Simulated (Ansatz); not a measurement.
# TiAl (P-6m2): phonons and vibrational spectra

How does TiAl (P-6m2) vibrate, and is this structure a minimum?

Main program and level: Ansatz 0.2.0; DFT PBEsol, scalar-relativistic, plane waves, PAW.

Report form: the programs' logs are mostly left out.

### Step 1. The structure

The structure is hexagonal, space group P-6m2 (No. 187). Conventional cell: a = 2.867 Å, b = 2.867 Å, c = 4.678 Å, α = 90.00°, β = 90.00°, γ = 120.00°. Nearest to Ti lie 6 Al at 2.87 Å and 6 Ti at 2.87 Å. Nearest to Al lie 6 Ti at 2.87 Å and 6 Al at 2.87 Å. Farther neighbours are not listed.

### Step 2. Bringing the structure to rest

The cell and atoms are relaxed, since residual forces and stress would shift the frequencies.

Input file input.yaml:

```yaml
crystal:
  lattice:
    - [2.8672622327, 0.0, 0.0]
    - [-1.4336311163, 2.4831219328, 0.0]
    - [0.0, 0.0, 4.678083]
  atoms:
    - { symbol: Ti, position: [0.0, 0.0, 0.0] }
    - { symbol: Al, position: [0.33333333, 0.66666667, 0.5] }
kpoints:
  mp_grid: { grid: [15, 15, 8] }
hamiltonian:
  xc: pbesol
scf:
  occupations: { method: gaussian, width: 0.1 }
output:
  forces: true
  stress: true
  eigenvalues: true
relax:
  adjacent_minimum: "off"
  f_tol: 0.005
  max_steps: 80
  cell: { stress_tol: 0.05 }
```

On the command line:

```sh
$ ansatz run input.yaml --threads 4 --pin off --max-ram 7168MiB --backend cpu --events-out ev --progress --plain --runs-dir out
```

Wall time 6.3 s (4 threads of Arm Neoverse V2, shared host); peak memory 0.39 GiB.

Relaxation path:

| step | energy less that of the first step (eV) | largest force component (eV/Å) | pressure (GPa) | volume (Å³) |
| --- | --- | --- | --- | --- |
| 1 | 0.0000 | 0.0000 | -2.92 | 33.31 |
| 2 | -0.0037 | 0.0000 | 2.50 | 31.77 |
| 3 | -0.0090 | 0.0000 | -0.10 | 32.46 |
| 4 | -0.0090 | 0.0000 | 0.00 | 32.44 |
| 5* | -0.0089 | 0.0000 | -0.01 | 32.44 |

Relaxation steps marked * repeat the geometry before them on a plane-wave basis chosen anew for their cell, so energy and pressure can jump there.

The run keeps the 12 symmetry operations that it works with, so distortions that break them were not tested.

| conventional cell, symmetrised | before | after | change |
| --- | --- | --- | --- |
| a (Å) | 2.867 | 2.849 | -0.7 % |
| b (Å) | 2.867 | 2.849 | -0.7 % |
| c (Å) | 4.678 | 4.616 | -1.3 % |
| volume (Å³/atom) | 16.65 | 16.22 | -2.6 % |

The relaxed structure:

```xyz
2
Lattice="2.8486 0.0000 0.0000 -1.4243 2.4670 0.0000 0.0000 0.0000 4.6156" Properties=species:S:1:pos:R:3 pbc="T T T"
Ti    0.0000    0.0000    0.0000
Al    0.0000    1.6446    2.3078
```

This step gave:

```
pressure          : -0.01032 GPa
volume per atom   : 16.22 Å³
gap on the k-mesh : 0 eV
```

In this step the volume went from 16.65 to 16.22 Å³/atom.

### Step 3. Tight relaxation

Phonons need a cell at rest on their own settings, so the relaxation is repeated with tight tolerances on forces and stress, using the mesh and the filling of the phonon run that follows.

Input file input.yaml:

```yaml
crystal:
  lattice:
    - [2.8486086743, 0.0, 0.0]
    - [-1.4243043371, 2.4669674774, 0.0]
    - [0.0, 0.0, 4.6156283794]
  atoms:
    - { symbol: Ti, position: [0.0, 0.0, 0.0] }
    - { symbol: Al, position: [0.3333333333, 0.6666666667, 0.5] }
kpoints:
  mp_grid: { grid: [18, 18, 8] }
hamiltonian:
  xc: pbesol
scf:
  occupations: { method: methfessel_paxton, width: 0.15 }
output:
  forces: true
  stress: true
  eigenvalues: true
relax:
  adjacent_minimum: "off"
  f_tol: 0.001
  max_steps: 60
  cell: { stress_tol: 0.01 }
```

The job ended after 6 s (4 threads; peak memory 0.42 GiB; 23 s of CPU time).

The steps of the relaxation:

| step | energy less that of the first step (eV) | largest force component (eV/Å) | pressure (GPa) | volume (Å³) |
| --- | --- | --- | --- | --- |
| 1 | 0.0000 | 0.0000 | -0.02 | 32.44 |
| 2 | 0.0000 | 0.0000 | -0.01 | 32.43 |
| 3 | 0.0000 | 0.0000 | 0.01 | 32.42 |
| 4* | 0.0000 | 0.0000 | 0.01 | 32.42 |

Relaxation steps marked * repeat the geometry before them on a plane-wave basis chosen anew for their cell, so energy and pressure can jump there.

The run keeps the 12 symmetry operations that it works with, so distortions that break them were not tested.

| conventional cell, symmetrised | before | after | change |
| --- | --- | --- | --- |
| a (Å) | 2.849 | 2.846 | -0.1 % |
| b (Å) | 2.849 | 2.846 | -0.1 % |
| c (Å) | 4.616 | 4.621 | +0.1 % |
| volume (Å³/atom) | 16.22 | 16.21 | -0.0 % |

The relaxed structure:

```xyz
2
Lattice="2.8463 0.0000 0.0000 -1.4232 2.4650 0.0000 0.0000 0.0000 4.6209" Properties=species:S:1:pos:R:3 pbc="T T T"
Ti    0.0000    0.0000    0.0000
Al    0.0000    1.6433    2.3105
```

Numbers from this step:

```yaml
pressure: 0.006399 GPa
volume_per_atom: 16.21 Å³
```

The forces vanish by symmetry and the pressure is 0.006 GPa, within the tolerances set. The cell now holds 16.21 Å³/atom.

### Step 4. Zone-centre response

The zone centre comes first: it holds the modes that light can see, as far as symmetry allows. No field response is asked, since the mesh shows no gap.

input.yaml, the sections that differ from step 3:

```yaml
crystal:
  lattice:
    - [2.846335142, 0.0, 0.0]
    - [-1.423167571, 2.4649985407, 0.0]
    - [0.0, 0.0, 4.6209397166]
  atoms:
    - { symbol: Ti, position: [0.0, 0.0, 0.0] }
    - { symbol: Al, position: [0.3333333333, 0.6666666667, 0.5] }
output:
  eigenvalues: true
phonons:
  method: dfpt
# kpoints, hamiltonian, scf: as in step 3
# relax: removed
```

Elapsed: 15 s, on 4 threads; peak memory 0.81 GiB; 54 s of CPU time.

This step gave:

```yaml
sum_rule_residual_before_enforcement: 3.84e-5 eV/Å²
point_group: -6m2
highest_optical_mode_at_the_zone_centre_no_lo_to_term: 342.4 cm⁻¹
lowest_optical_zone_centre_mode: 182.1 cm⁻¹
```

Patterns of degenerate modes are one choice out of their space. Modes at Γ, with each element's share of the kinetic energy:

| mode | frequency (cm⁻¹) | symmetry | Ti % | Al % |
| --- | --- | --- | --- | --- |
| 1 | 0.0 | acoustic | 64 | 36 |
| 2 | 0.0 | acoustic | 64 | 36 |
| 3 | 0.0 | acoustic | 64 | 36 |
| 4 | 182.1 | E' | 36 | 64 |
| 5 | 182.1 | E' | 36 | 64 |
| 6 | 342.4 | A2'' | 36 | 64 |

Displacements in mode 4 (182.1 cm⁻¹), the largest set to 1:
```
Ti1 -0.56  0.00  0.00
Al2  1.00  0.00  0.00
```

Displacements in mode 6 (342.4 cm⁻¹), the largest set to 1:
```
Ti1  0.00  0.00 -0.56
Al2  0.00  0.00  1.00
```

Before it was imposed, the acoustic sum rule was missed by 3.8e-5 eV/Å². Small misses are needed for a sound result but don't prove that mesh and cutoff are converged. The lowest optical mode is real, 182 cm⁻¹.

### Step 5. Phonons on a q mesh

Stability and thermal properties need the whole zone. Linear response on a 6×6×4 q mesh gives force constants as far as a supercell of that size would.

input.yaml, the sections that differ from step 4:

```yaml
phonons:
  method: dfpt
  qmesh: [6, 6, 4]
  temperatures: { t_max: 1000, t_step: 50 }
  qpath:
    path:
      - [[0.0, 0.0, 0.0], [0.5, 0.0, 0.0], [0.33333333, 0.33333333, 0.0], [0.0, 0.0, 0.0], [0.0, 0.0, 0.5], [0.5, 0.0, 0.5], [0.33333333, 0.33333333, 0.5], [0.0, 0.0, 0.5]]
      - [[0.5, 0.0, 0.5], [0.5, 0.0, 0.0]]
      - [[0.33333333, 0.33333333, 0.5], [0.33333333, 0.33333333, 0.0]]
    npoints: 10
# crystal, kpoints, hamiltonian, scf, output: as in step 4
```

Elapsed: 10 min, on 4 threads; peak memory 2.5 GiB.

This step gave:

```
sum-rule residual before enforcement                    : 3.80e-5 eV/Å²
lowest frequency on the path                            : 0 cm⁻¹
highest frequency on the path or at a solved wavevector : 342.4 cm⁻¹
mean frequency                                          : 211.3 cm⁻¹
Debye temperature (second moment)                       : 414 K
logarithmic mean frequency                              : 197.9 cm⁻¹
lowest mode on the q mesh (acoustic modes at Γ apart)   : 25.11 cm⁻¹
zero-point energy per atom                              : 39.3 meV
heat capacity at 300 K                                  : 22.74 J/(mol atoms K)
vibrational entropy at 300 K                            : 27.39 J/(mol atoms K)
```

Frequencies (cm⁻¹) solved at each irreducible wavevector; negative means imaginary. Frequencies by wavevector, by row:

| q in reciprocal lattice units | star | mode 1 | mode 2 | mode 3 | mode 4 | mode 5 | mode 6 |
| --- | --- | --- | --- | --- | --- | --- | --- |
| 0 0 0 | 1 | 0 | 0 | 0 | 182.1 | 182.1 | 342.4 |
| 0 0 0.25 | 2 | 77 | 77 | 135.4 | 171.2 | 171.2 | 317.8 |
| 0 0 -0.5 | 1 | 130.5 | 130.5 | 143.3 | 143.3 | 218.9 | 279 |
| 0 0.1667 0 | 6 | 25.1 | 91.3 | 127.5 | 197.9 | 219.3 | 329.9 |
| 0 0.1667 0.25 | 12 | 94.6 | 109.8 | 182.5 | 187.2 | 208.7 | 314.9 |
| 0 0.1667 -0.5 | 6 | 147.8 | 155.6 | 160.1 | 182.9 | 232.3 | 290.7 |
| 0 0.3333 0 | 6 | 90.9 | 166.3 | 198 | 223.8 | 268.4 | 316 |
| 0 0.3333 0.25 | 12 | 128.5 | 157.5 | 208.5 | 212.1 | 267.3 | 314 |
| 0 0.3333 -0.5 | 6 | 164.7 | 173.5 | 184.4 | 210.2 | 283.2 | 305.2 |
| 0 -0.5 0 | 3 | 72 | 97.3 | 202.3 | 233.3 | 289 | 306.4 |
| 0 -0.5 0.25 | 6 | 73 | 135.7 | 216.8 | 221.5 | 289.7 | 307.3 |
| 0 -0.5 -0.5 | 3 | 70.8 | 186.4 | 193.2 | 222.1 | 298.2 | 307.3 |
| 0.1667 0.1667 0 | 6 | 120.7 | 152.5 | 173.3 | 228.5 | 255.3 | 320.6 |
| 0.1667 0.1667 0.25 | 12 | 136.5 | 143.4 | 214.3 | 216.9 | 250.5 | 318.1 |
| 0.1667 0.1667 -0.5 | 6 | 151.4 | 172.2 | 188.8 | 220.2 | 272.3 | 306 |
| 0.1667 0.3333 0 | 12 | 152 | 163.6 | 217 | 237.3 | 284.4 | 303.5 |
| 0.1667 0.3333 0.25 | 24 | 145.4 | 157.2 | 214.2 | 245.7 | 289.3 | 309.7 |
| 0.1667 0.3333 -0.5 | 12 | 140.6 | 178.9 | 186.3 | 254.5 | 306.5 | 307.9 |
| 0.3333 0.3333 0 | 2 | 99 | 156 | 254.8 | 261.9 | 279.1 | 282.1 |
| 0.3333 0.3333 0.25 | 4 | 102.1 | 134.8 | 200.8 | 284 | 296 | 301.2 |
| 0.3333 0.3333 -0.5 | 2 | 98.7 | 120.6 | 163.6 | 287.2 | 306.5 | 313.3 |

Interpolated from a 6×6×4 q mesh. Phonon branches along the path, in cm⁻¹:

| point | branch 1 | branch 2 | branch 3 | branch 4 | branch 5 | branch 6 |
| --- | --- | --- | --- | --- | --- | --- |
| Γ | 0 | 0 | 0 | 182 | 182 | 342 |
| halfway | 58 | 131 | 183 | 210 | 248 | 322 |
| M | 72 | 97 | 202 | 233 | 289 | 306 |
| halfway | 117 | 156 | 228 | 239 | 290 | 298 |
| K | 99 | 156 | 255 | 262 | 279 | 282 |
| halfway | 121 | 152 | 173 | 228 | 255 | 321 |
| Γ | 0 | 0 | 0 | 182 | 182 | 342 |
| halfway | 77 | 77 | 135 | 171 | 171 | 318 |
| A | 130 | 130 | 143 | 143 | 219 | 279 |
| halfway | 156 | 168 | 173 | 200 | 257 | 302 |
| L | 71 | 186 | 193 | 222 | 298 | 307 |
| halfway | 115 | 177 | 179 | 257 | 306 | 312 |
| H | 99 | 121 | 164 | 287 | 306 | 313 |
| halfway | 151 | 172 | 189 | 220 | 272 | 306 |
| A | 130 | 130 | 143 | 143 | 219 | 279 |
| jump to L | 71 | 186 | 193 | 222 | 298 | 307 |
| halfway | 73 | 136 | 217 | 222 | 290 | 307 |
| M | 72 | 97 | 202 | 233 | 289 | 306 |
| jump to H | 99 | 121 | 164 | 287 | 306 | 313 |
| halfway | 102 | 135 | 201 | 284 | 296 | 301 |
| K | 99 | 156 | 255 | 262 | 279 | 282 |

Tetrahedra on a 30×30×16 mesh, mean over bins of 5 cm-1. Interpolated from a 6×6×4 q mesh. Phonon density of states against wavenumber; read off at these points:

wavenumber (cm⁻¹), phonon density of states (1/cm⁻¹/cell) and a bar:
```
        2     0.0000 
       12     0.0002 
       28     0.0009 
       38     0.0013 #
       48     0.0017 #
       62     0.0025 #
       72     0.0034 ##
       82     0.0058 ###
       98     0.0083 ####
      108     0.0133 ######
      118     0.0185 ########
      132     0.0221 ##########
      142     0.0277 #############
      152     0.0405 ###################
      168     0.0290 #############
      178     0.0213 ##########
      192     0.0260 ############
      202     0.0330 ###############
      212     0.0381 #################
      228     0.0269 ############
      238     0.0212 ##########
      248     0.0135 ######
      262     0.0130 ######
      272     0.0143 #######
      282     0.0238 ###########
      288     0.0326 ###############
      298     0.0227 ##########
      308     0.0655 ##############################
      318     0.0284 #############
      332     0.0028 #
      342     0.0002
```

The partial phonon density of states has structure finer than the step of the table below, so its rows give means over 10 cm⁻¹, whole bins alone (the curve runs from -10 to 363 cm⁻¹). Peaks (cm⁻¹: height): Al 233.8: 0.0170, 287.7: 0.0277, 308.8: 0.0466; Ti 79.1: 0.00607, 130.6: 0.0197, 154.1: 0.0282, 210.3: 0.0257, 308.8: 0.0166.

Phonopy on the run's constants, 21x21x13 mesh, Gaussian sigma 2.7 cm-1. Interpolated from a 6×6×4 q mesh. Partial phonon density of states against wavenumber; means over each step; values in 1/cm⁻¹/cell:

| wavenumber (cm⁻¹) | Al | Ti |
| --- | --- | --- |
| 0 | 2.1e-5 | 3.9e-5 |
| 10 | 6.4e-5 | 1.1e-4 |
| 20 | 1.5e-4 | 2.5e-4 |
| 30 | 4.6e-4 | 7.9e-4 |
| 40 | 4.5e-4 | 7.8e-4 |
| 50 | 7.0e-4 | 0.00123 |
| 60 | 9.1e-4 | 0.00159 |
| 70 | 0.00107 | 0.00205 |
| 80 | 0.00144 | 0.00467 |
| 90 | 0.00191 | 0.00365 |
| 100 | 0.00253 | 0.00826 |
| 110 | 0.00362 | 0.0113 |
| 120 | 0.00408 | 0.0126 |
| 130 | 0.00562 | 0.0181 |
| 140 | 0.00603 | 0.0181 |
| 150 | 0.00936 | 0.0275 |
| 160 | 0.00987 | 0.0237 |
| 170 | 0.0111 | 0.0165 |
| 180 | 0.0100 | 0.0112 |
| 190 | 0.0103 | 0.0134 |
| 200 | 0.0116 | 0.0195 |
| 210 | 0.0124 | 0.0244 |
| 220 | 0.0129 | 0.0198 |
| 230 | 0.0153 | 0.0122 |
| 240 | 0.0124 | 0.00627 |
| 250 | 0.00958 | 0.00365 |
| 260 | 0.0103 | 0.00273 |
| 270 | 0.0119 | 0.00200 |
| 280 | 0.0190 | 0.00155 |
| 290 | 0.0242 | 0.00236 |
| 300 | 0.0230 | 0.00597 |
| 310 | 0.0390 | 0.0146 |
| 320 | 0.0150 | 0.00730 |
| 330 | 0.00299 | 0.00163 |
| 340 | 6.2e-4 | 3.5e-4 |
| 350 | 1.3e-5 | 6.3e-6 |

Second derivatives of the energy by pair, one row for each kind of neighbour of each atom listed. Each entry sums the pair over the periodic images of the supercell that the q mesh stands for, and in a polar crystal it holds the long-range dipole part too. Force constants by pair, by row:

| atom | neighbour | distance (Å) | third of the trace (eV/Å²) | along the pair's line (eV/Å²) |
| --- | --- | --- | --- | --- |
| Ti1 | itself | 0 | 6.623 | – |
| Ti1 | Al | 2.835 | -0.6731 | -1.868 |
| Ti1 | Ti | 2.846 | -0.1851 | -0.132 |
| Ti1 | Al | 4.018 | 0.1066 | 0.3076 |
| Ti1 | Ti | 4.621 | -0.1398 | -0.0848 |
| Ti1 | Al | 4.924 | -0.0306 | -0.1522 |
| Ti1 | Ti | 4.93 | -0.1484 | -0.6801 |
| Ti1 | Ti | 5.427 | -0.0215 | -0.0605 |
| Ti1 | Ti | 5.693 | -0.18 | -0.3872 |
| Al2 | itself | 0 | 6.104 | – |
| Al2 | Ti | 2.835 | -0.6731 | -1.868 |
| Al2 | Al | 2.846 | -0.3905 | -1.139 |
| Al2 | Ti | 4.018 | 0.1066 | 0.3076 |
| Al2 | Al | 4.621 | -0.0478 | -0.1078 |
| Al2 | Ti | 4.924 | -0.0306 | -0.1522 |
| Al2 | Al | 4.93 | 0.0346 | 0.057 |
| Al2 | Al | 5.427 | 0.0017 | -0.0122 |
| Al2 | Al | 5.693 | -0.017 | -0.048 |

Harmonic thermodynamic functions per atom, from the density of states. Interpolated from a 6×6×4 q mesh. Thermodynamic functions, by row:

| T (K) | F_vib (meV/atom) | S (J/mol-atom/K) | C_V (J/mol-atom/K) |
| --- | --- | --- | --- |
| 0 | 39.3 | 0 | 0 |
| 50 | 39.12 | 1.409 | 3.875 |
| 100 | 37.07 | 6.893 | 12.57 |
| 200 | 23.63 | 18.59 | 20.41 |
| 300 | -0.42 | 27.39 | 22.74 |
| 400 | -32.42 | 34.08 | 23.66 |
| 500 | -70.6 | 39.41 | 24.11 |
| 600 | -113.8 | 43.83 | 24.36 |
| 700 | -161.2 | 47.6 | 24.51 |
| 800 | -212.3 | 50.88 | 24.61 |
| 900 | -266.6 | 53.78 | 24.68 |
| 1000 | -323.7 | 56.38 | 24.73 |

Harmonic mean-square displacement, third of the trace. Interpolated from a 6×6×4 q mesh. Mean square displacements, by row:

| T (K) | Ti1 U_eq (Å²) | Al2 U_eq (Å²) |
| --- | --- | --- |
| 0 | 0.00222 | 0.00298 |
| 100 | 0.00336 | 0.004 |
| 300 | 0.00808 | 0.00869 |
| 600 | 0.01574 | 0.01665 |

Symmetry leaves 21 wavevectors to solve. The lowest mode among them, the acoustic zeros apart, lies at q = (0, 0.167, 0) and is real, 25.1 cm⁻¹.

### Step 6. Results

| Quantity | Value |
| --- | --- |
| space group after relaxation (within 0.01 Å) | P-6m2 |
| volume per atom | 16.2 Å³ |
| electronic character | no gap on this mesh |
| highest optical mode at the zone centre (no LO-TO term) | 342 cm⁻¹ |
| lowest optical zone-centre mode | 182 cm⁻¹ |
| lowest mode on the q mesh (acoustic modes at Γ apart) | 25.1 cm⁻¹ |
| highest frequency on the path or at a solved wavevector | 342 cm⁻¹ |
| zero-point energy per atom | 39.3 meV |
| heat capacity at 300 K | 22.7 J/(mol atoms K) |
| vibrational entropy at 300 K | 27.4 J/(mol atoms K) |
| Debye temperature (second moment) | 414 K |
| imaginary modes on the 6×6×4 q mesh | none |

What this shows: The structure is a minimum as far as tested: no mode is imaginary at the 21 irreducible wavevectors of the 6×6×4 mesh, and the softest away from the acoustic zeros lies at 25 cm⁻¹. The optical modes at Γ span 182 to 342 cm⁻¹. With no gap, or one that is small against the smearing, the frequencies hang on the k mesh and the smearing, most of all near Kohn anomalies. The phonon runs are without spin polarisation, although the cell has an odd electron count. These are harmonic frequencies at zero temperature: anharmonic shifts, linewidths and thermal expansion are left out.

[Logs are printed without paths, hosts, clocks, repeated set-up lines and the standing remarks that a program may print on its own settings, such as how far it seeks lower states.]

[Hosts, paths, dates, database ids (printed as entryN), source tags and the programs' standing remarks are cut or masked in the printed files.]
